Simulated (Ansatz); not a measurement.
# How fast states decay through KMgIF2, part 2 of 3

Wanted: the relaxed cell of KMgIF2, its band edges and its decay constants. It is built by putting I for part of the F in the KMgF3 structure of space group Pm-3m, with the volume rescaled by atomic radii. The parent structure comes from the Materials Project.

Ansatz 0.2.0; r2SCAN DFT, plane waves, PAW files (the session's first sound run).

So far. Step 2 (Cell and atoms at rest): The largest force component on a free atom ends at 2.3e-29 eV/Å.

The structure was built from a prototype and need not be the compound's stable phase.

## Step 3: The bulk crystal and its band edges

The energy window and the wavevectors of the next steps follow from the band edges, so these are searched first, off the mesh as well.

input.yaml

```yaml
crystal:
  lattice:
    - [5.745988657, 0.0, 0.0]
    - [0.0, 4.3380617266, 0.0]
    - [0.0, 0.0, 4.3380617266]
  atoms:
    - { symbol: K, position: [0.5, 0.5, 0.5] }
    - { symbol: Mg, position: [0.0, 0.0, 0.0] }
    - { symbol: F, position: [0.0, 0.5, 0.0] }
    - { symbol: F, position: [0.0, 0.0, 0.5] }
    - { symbol: I, position: [0.5, 0.0, 0.0] }
kpoints:
  mp_grid: { grid: [6, 6, 6] }
  band_path: { path: [VBM, CBM], npoints: 30 }
scf:
  occupations: { method: fixed }
hamiltonian:
  xc: r2scan
output:
  eigenvalues: true
  write_potential: true
  write_density: true
  volumetric_format: npy
  elf: true
```

On the command line:

```bash
$ ansatz run input.yaml --threads 2 --pin off --max-ram 4096MiB --backend cpu --events-out ev --progress --plain --runs-dir out
```

Numbers of over 12 decimals in the logs are rounded to 6 here.

Output:

```text
[...]
Crystal: 5 atoms, lattice volume = 108.132 Å³
Basis set: ecut = 500 eV, 2757 PW (Γ), exchange–correlation on 180×128×128 points (64 copies of the dense FFT grid, shifted against one another)
Bands: 30, of which v1, the nominal top of the filled ones, is band 25 counted from 1 (24 counted from 0)
Symmetry: 16 space group operations
[...]
k-points: 40 of 216
[...]
SCF iter   1: F=—  HF=-12623.071823 eV  |F-HF|=—  |Δ(HF+E_count)|=         —  Δρ=7.53e-3  dr2=5.46e-2  dr2_τ=5.32e-2  ethr=1.77e-3  ⟨swp⟩=5.5  Hψ=4529  notcnv=0  defer=104
[...]
SCF iter   7: F=-12623.140067 eV  HF=-12623.140067 eV  |F-HF|=5.29e-9  |Δ(HF+E_count)|=   1.64e-7  Δρ=2.60e-6  dr2=1.12e-8  dr2_τ=5.44e-10  ethr=2.00e-10  ⟨swp⟩=10.5  Hψ=5559  notcnv=0
SCF 1 converged in 7 iterations: F = -12623.140067 eV  dr2 = 1.12e-8
[...]
NSCF: frozen V_eff on 40 k-points
[...]
SCF converged after 7 iterations
Free energy (F): -12623.140067 eV
[...]
Internal energy: -12623.140067 eV  (E = F + TS)
E sigma→0 (E₀):  -12623.140067 eV
Fermi energy:    3.139852 eV
[...]
--- Band table (eV; the first three rows and the last of 40) ---
  k-point 0: bands = [... 21 lower, 1.7596, 2.6213, 3.1399, 3.1399, 7.8910, 8.8773, 10.3844, 11.7264, ... 1 higher]
  k-point 1: bands = [... 21 lower, 1.7059, 2.5518, 2.6253, 2.9950, 8.2218, 9.4297, 11.0079, 11.6473, ... 1 higher]
  k-point 2: bands = [... 21 lower, 1.5881, 1.8497, 2.4224, 2.7288, 9.0134, 10.6014, 11.5472, 11.6294, ... 1 higher]
  k-point 39: bands = [... 21 lower, 2.1417, 2.2162, 2.6654, 2.6654, 9.5806, 9.5806, 11.1193, 11.2792, ... 1 higher]
```

Run time: 18 s. Hardware: 2 threads of Arm Neoverse V2, shared host; peak memory 0.59 GiB.

Numbers from this step:

```
Fermi energy        : 3.140 eV
gap on the k-mesh   : 4.751 eV
gap on path         : 4.751 eV, by band count; negative where bands overlap
direct gap on path  : 4.751 eV
edge places on path : 0, 0 1/A along the path
```

Levels at VBM (eV): -2.97, -2.95, -2.95, -1.59, -1.38, -1.38, -0.52, 0.00, 0.00, 4.75, 5.74, 7.24.

ELF in the ac plane at fractional y = 0.000, with atoms of Mg and F and I within 0.2 Å of it. It is the smooth field of the valence electrons, not physical close to the nuclei.

Values, 12 rows by 16 columns, each cell a mean:
```
0.35 0.38 0.10 0.32 0.78 0.70 0.51 0.26 0.21 0.35 0.61 0.76 0.64 0.12 0.22 0.40
0.24 0.13 0.03 0.25 0.69 0.74 0.64 0.53 0.49 0.58 0.68 0.76 0.52 0.10 0.05 0.20
0.17 0.15 0.08 0.10 0.40 0.72 0.74 0.71 0.70 0.72 0.75 0.61 0.23 0.06 0.11 0.16
0.69 0.60 0.32 0.07 0.11 0.46 0.70 0.76 0.76 0.74 0.63 0.28 0.06 0.15 0.47 0.66
0.76 0.78 0.60 0.20 0.03 0.12 0.31 0.42 0.44 0.38 0.23 0.05 0.06 0.38 0.72 0.79
0.53 0.77 0.71 0.33 0.04 0.02 0.04 0.05 0.05 0.05 0.03 0.02 0.12 0.52 0.79 0.68
0.67 0.79 0.67 0.27 0.03 0.04 0.12 0.18 0.19 0.16 0.08 0.02 0.09 0.47 0.77 0.75
0.78 0.73 0.46 0.11 0.05 0.29 0.56 0.67 0.68 0.64 0.47 0.14 0.05 0.25 0.62 0.77
0.41 0.35 0.16 0.06 0.25 0.64 0.76 0.76 0.76 0.76 0.73 0.47 0.13 0.08 0.25 0.39
0.11 0.06 0.03 0.18 0.58 0.75 0.69 0.62 0.60 0.65 0.72 0.72 0.40 0.08 0.04 0.09
0.38 0.29 0.06 0.31 0.75 0.72 0.57 0.37 0.30 0.46 0.64 0.76 0.61 0.11 0.14 0.37
0.25 0.40 0.13 0.32 0.79 0.69 0.47 0.25 0.36 0.28 0.59 0.75 0.65 0.12 0.27 0.35
```
Columns run along a (5.7 Å), rows up along c (4.3 Å). Atoms in or near the plane, at fractional coordinates: Mg at (0.00, 0.00), F at (0.00, 0.50), I at (0.50, 0.00).

Electrostatic potential energy in the ac plane at fractional y = 0.000, with atoms of Mg and F and I within 0.2 Å of it. With pseudopotentials it is smooth inside the atoms' cores, unlike the true potential.

Ten even steps from '0' (-52 eV) to '9' (11 eV), each cell a mean:
```
0278876998688850
4689986666789875
8899998777899988
8999999999999998
4699999999999985
2499999999999972
2599999999999973
6899999999999997
8999998888999999
6789987666799987
1478876887689862
0168866998678840
```
Columns run along a (5.7 Å; values clipped at the 3rd and 97th percentile), rows up along c (4.3 Å). Atoms in or near the plane, at fractional coordinates: Mg at (0.00, 0.00), F at (0.00, 0.50), I at (0.50, 0.00).

Valence density in the ac plane at fractional y = 0.000, with atoms of Mg and F and I within 0.2 Å of it. It is the smooth field of the valence electrons, not physical close to the nuclei.

Ten steps, logarithmic in the rise over the least value, from '_' (0 e/Å³) to '@' (25 e/Å³), each cell a mean:
```
%%**..__..::++%%%%##--::..__--##
==::____..::--++++==::..____..--
..________..::::::::..________..
--::..______........________..::
**==::____________________..--++
%%**--____________________..==##
##++::____________________..==**
==--..______________________::==
....________..::::....________..
::..______..::--==--::..______..
##==..__..::==####**--..____::**
@@##::__..::++%%@@##==::..__==%%
```
Columns run along a (5.7 Å), rows up along c (4.3 Å). Atoms in or near the plane, at fractional coordinates: Mg at (0.00, 0.00), F at (0.00, 0.50), I at (0.50, 0.00).

The searched edges give 4.75 eV, as on the mesh.

## Step 4: Decaying states in the gap

This step: r2SCAN DFT, plane waves, PAW files; complex bands by layer matching along the plane's normal (Ansatz 0.2.0).

The same crystal is laid in a cell whose first two vectors span the (100) plane (indices of the standard conventional cell, whose axes can be ordered otherwise than in the bulk input). At fixed energy and wavevector in the plane the solver finds all kz, real and complex. A few wavevectors are listed, (0, 0) and (0.5, 0) in units of the plane's reciprocal vectors; the slowest state needn't be among them.

input.yaml

```yaml
crystal:
  lattice:
    - [4.338061727, 0.0, 0.0]
    - [0.0, 5.745988657, 0.0]
    - [0.0, 0.0, 4.338061727]
  atoms:
    - { symbol: K, position: [0.5, 0.5, 0.5] }
    - { symbol: Mg, position: [0.0, 0.0, 0.0] }
    - { symbol: F, position: [0.0, 0.0, 0.5] }
    - { symbol: F, position: [0.5, 0.0, 0.0] }
    - { symbol: I, position: [0.0, 0.5, 0.0] }
kpoints:
  mp_grid: { grid: [6, 4, 6] }
scf:
  occupations: { method: fixed }
hamiltonian:
  xc: r2scan
output:
  eigenvalues: true
  transmission:
    leads: [[0, 0]]
    kpoints: [[0.0, 0.0], [0.5, 0.0]]
    e_range: [-1.0, 5.75]
    de: 0.11
```

Output:

```text
[...]
Crystal: 5 atoms, lattice volume = 108.132 Å³
Basis set: ecut = 500 eV, 2757 PW (Γ), exchange–correlation on 128×180×128 points (64 copies of the dense FFT grid, shifted against one another)
Bands: 30, of which v1, the nominal top of the filled ones, is band 25 counted from 1 (24 counted from 0)
Symmetry: 16 space group operations
[...]
k-points: 30 of 144
[...]
SCF iter   1: F=—  HF=-12623.071450 eV  |F-HF|=—  |Δ(HF+E_count)|=         —  Δρ=7.53e-3  dr2=5.46e-2  dr2_τ=5.32e-2  ethr=1.77e-3  ⟨swp⟩=5.5  Hψ=3432  notcnv=0  defer=72
[...]
SCF iter   7: F=-12623.140056 eV  HF=-12623.140056 eV  |F-HF|=2.07e-10  |Δ(HF+E_count)|=   1.60e-7  Δρ=2.93e-6  dr2=1.40e-8  dr2_τ=4.99e-10  ethr=2.00e-10  ⟨swp⟩=10.5  Hψ=4318  notcnv=0
SCF 1 converged in 7 iterations: F = -12623.140056 eV  dr2 = 1.40e-8
[...]
transmission: 7 of 14 steps passed
transmission: 14 of 14 steps passed
SCF converged after 7 iterations
Free energy (F): -12623.140056 eV
[...]
Internal energy: -12623.140056 eV  (E = F + TS)
E sigma→0 (E₀):  -12623.140056 eV
Fermi energy:    3.139879 eV
[...]
--- Band table (eV; the first three rows and the last of 30) ---
  k-point 0: bands = [... 21 lower, 1.7596, 2.6213, 3.1399, 3.1399, 7.8910, 8.8773, 10.3844, 11.7264, ... 1 higher]
  k-point 1: bands = [... 21 lower, 1.7059, 2.5518, 2.6253, 2.9951, 8.2218, 9.4297, 11.0080, 11.6473, ... 1 higher]
  k-point 2: bands = [... 21 lower, 1.5881, 1.8497, 2.4225, 2.7288, 9.0134, 10.6014, 11.5472, 11.6294, ... 1 higher]
  k-point 29: bands = [... 21 lower, 2.1417, 2.2162, 2.6655, 2.6655, 9.5806, 9.5806, 11.1193, 11.2792, ... 1 higher]
--- Transmission ---
  basis      : 259 plane waves across, 7 finite elements along
  points     : 2, as listed
  energies   : 62 from -1.000000 to 5.710000 eV about the Fermi level, 0.110000 eV apart; the leads are filled to 2.375582 eV, and channels, transmission and decay are at 2.410000 eV
  crystal 0  : Mg1F2I1K1, at the sites [0, 0], period 4.3381 Å: whole cells are its period
    offset         : up to 0.0000 Å between an atom of the period and one for which it stands
    channels       : 0.000000e0 a spin
    conductance    : none, the energies end too early or step too widely for 300 K: set another output.transmission.e_range or a lower de, or, where they end at an eighth of basis.ecutwfc, a higher one
    slowest decay  : 0.3210 /Å at (0.0000, 0.0000)
```

The job ended after 67 s (2 threads; peak memory 0.88 GiB).

Numbers from this step:

| Item | Value |
| --- | --- |
| level to which the leads are filled | 2.376 eV from the Fermi level |
| decay constant at the filling level, zone centre | 0.3210 Å⁻¹ |
| decay constant at the filling level, slowest listed point | 0.321 Å⁻¹ |

K parallel (0, 0); values up to 1.5 1/Å, a degenerate pair printed once or twice; energies at which all values exceed this have no row. Table of Im kz of the slowest decaying states by energy, zero at the highest filled level on the SCF mesh:

```
energy (eV)  decay 1 (Å⁻¹)  decay 2 (Å⁻¹)  decay 3 (Å⁻¹)  decay 4 (Å⁻¹)
     -1.000          0.387          0.417          0.468          0.542
     -0.450          0.218          0.513          0.758          0.901
     -0.010          0.500          0.558          0.863          0.890
      0.540          0.205          0.372          0.585          0.644
      0.980          0.258          0.454          0.591          0.719
      1.530          0.296          0.511          0.584          0.793
      1.970          0.313          0.538          0.568          0.770
      2.520          0.322          0.536          0.557          0.726
      2.960          0.321          0.500          0.565          0.688
      3.510          0.309          0.439          0.565          0.637
      3.950          0.287          0.374          0.560          0.592
      4.500          0.194          0.291          0.530          0.548
      5.050          0.227          0.462          0.528          0.928
      5.490          0.144          0.403          0.507          0.909
```

K parallel (0.5, 0); values up to 1.5 1/Å, a degenerate pair printed once or twice; energies at which all values exceed this have no row. Table of Im kz of the slowest decaying states by energy, zero at the highest filled level on the SCF mesh:

| energy (eV) | decay 1 (Å⁻¹) | decay 2 (Å⁻¹) | decay 3 (Å⁻¹) | decay 4 (Å⁻¹) |
| --- | --- | --- | --- | --- |
| -1.00 | 0.160 | 0.915 | 1.26 | 1.31 |
| -0.67 | 0.226 | 0.256 | 0.429 | 1.01 |
| -0.34 | 0.270 | 0.343 | 0.450 | 0.610 |
| -0.01 | 0.393 | 0.398 | 0.590 | 0.739 |
| 0.32 | 0.438 | 0.455 | 0.705 | 0.846 |
| 0.65 | 0.467 | 0.493 | 0.816 | 0.940 |
| 0.98 | 0.489 | 0.517 | 0.952 | 1.03 |
| 1.31 | 0.506 | 0.532 | 1.01 | 1.11 |
| 1.64 | 0.518 | 0.541 | 0.981 | 1.11 |
| 1.97 | 0.527 | 0.546 | 0.952 | 1.11 |
| 2.30 | 0.533 | 0.547 | 0.923 | 1.10 |
| 2.74 | 0.536 | 0.543 | 0.885 | 1.09 |
| 3.07 | 0.535 | 0.538 | 0.855 | 1.08 |
| 3.40 | 0.530 | 0.532 | 0.824 | 1.06 |
| 3.73 | 0.519 | 0.527 | 0.791 | 0.933 |
| 4.06 | 0.506 | 0.520 | 0.756 | 0.858 |
| 4.39 | 0.490 | 0.510 | 0.718 | 0.797 |
| 4.72 | 0.470 | 0.499 | 0.678 | 0.743 |
| 5.05 | 0.445 | 0.484 | 0.633 | 0.691 |
| 5.38 | 0.413 | 0.467 | 0.587 | 0.639 |
| 5.71 | 0.367 | 0.448 | 0.538 | 0.585 |

At the listed wavevectors the last open channel is at -0.01 eV and the next at +4.83 eV on the grid. At +2.41 eV, the grid energy nearest the filling level (the middle of the gap on the SCF mesh), the slowest state at the listed wavevectors decays with κ = 0.321 Å⁻¹, its amplitude falling by e over 3.1 Å. Through 1 nm of this crystal that state's transmission falls by exp(−2 × 0.321 Å⁻¹ × 10 Å) = 0.0016.

## Step 5: Band edges at another level, cutoff 420 eV

This step: PBE DFT, plane waves, PAW files (Ansatz 0.2.0).

The edges again with PBE, at the same atoms. Against that run the cutoff is 420 eV against 500.

input.yaml

```yaml
crystal:
  lattice:
    - [5.745988657, 0.0, 0.0]
    - [0.0, 4.3380617266, 0.0]
    - [0.0, 0.0, 4.3380617266]
  atoms:
    - { symbol: K, position: [0.5, 0.5, 0.5] }
    - { symbol: Mg, position: [0.0, 0.0, 0.0] }
    - { symbol: F, position: [0.0, 0.5, 0.0] }
    - { symbol: F, position: [0.0, 0.0, 0.5] }
    - { symbol: I, position: [0.5, 0.0, 0.0] }
kpoints:
  mp_grid: { grid: [6, 6, 6] }
  band_path: { path: [VBM, CBM], npoints: 30 }
scf:
  occupations: { method: fixed }
hamiltonian:
  xc: pbe
output:
  eigenvalues: true
```

Output:

```text
[...]
Crystal: 5 atoms, lattice volume = 108.132 Å³
Basis set: ecut = 420 eV, 2099 PW (Γ)
Bands: 30, of which v1, the nominal top of the filled ones, is band 25 counted from 1 (24 counted from 0)
Symmetry: 16 space group operations
[...]
k-points: 40 of 216
[...]
SCF iter   1: F=—  HF=-12597.128753 eV  |F-HF|=—  |Δ(HF+E_count)|=         —  Δρ=1.13e-3  dr2=2.09e-3  ethr=1.77e-3  ⟨swp⟩=5.5  Hψ=4792  notcnv=0  defer=112
[...]
SCF iter   7: F=-12597.127728 eV  HF=-12597.127728 eV  |F-HF|=4.90e-9  |Δ(HF+E_count)|=   5.61e-8  Δρ=2.18e-6  dr2=8.01e-9  ethr=2.00e-10  ⟨swp⟩=11.7  Hψ=5579  notcnv=0
SCF 1 converged in 7 iterations: F = -12597.127728 eV  dr2 = 8.01e-9
[...]
SCF converged after 7 iterations
Free energy (F): -12597.127728 eV
[...]
Internal energy: -12597.127728 eV  (E = F + TS)
E sigma→0 (E₀):  -12597.127728 eV
Fermi energy:    3.493513 eV
[...]
--- Band table (eV; the first three rows and the last of 40) ---
  k-point 0: bands = [... 21 lower, 2.2945, 3.0623, 3.4935, 3.4935, 7.5238, 8.7246, 10.0045, 11.4038, ... 1 higher]
  k-point 1: bands = [... 21 lower, 2.2409, 2.9720, 2.9932, 3.3475, 7.8613, 9.2530, 10.6563, 11.4315, ... 1 higher]
  k-point 2: bands = [... 21 lower, 2.1234, 2.2562, 2.8677, 3.0814, 8.6421, 10.3663, 11.3512, 11.3745, ... 1 higher]
  k-point 39: bands = [... 21 lower, 2.6286, 2.6779, 3.0629, 3.0629, 9.3930, 9.3930, 10.7804, 10.9220, ... 1 higher]
```

Run time: 8.2 s. Hardware: 2 threads; peak memory 0.4 GiB.

This step gave:

```yaml
free_energy: -12597.1277 eV
fermi_energy: 3.494 eV
gap_on_the_k_mesh: 4.030 eV
gap_on_path: 4.030 eV, by band count; negative where bands overlap
direct_gap_on_path: 4.030 eV
```

Levels at VBM (eV): -2.86, -2.81, -2.81, -1.42, -1.20, -1.20, -0.43, 0.00, 0.00, 4.03, 5.23, 6.51, 7.91.

The searched edges give 4.03 eV, as on the mesh.

Between step 3 and this run (PBE and cutoff 420 eV) the value for the gap on the k-mesh moves from 4.75 eV to 4.03 eV.

(Part 2 of 3 ends here.)

[Logs are printed without paths, hosts, clocks, repeated set-up lines and the standing remarks that a program may print on its own settings, such as how far it seeks lower states.]

[Hosts, paths, dates, database ids (printed as entryN), source tags and the programs' standing remarks are cut or masked in the printed files.]
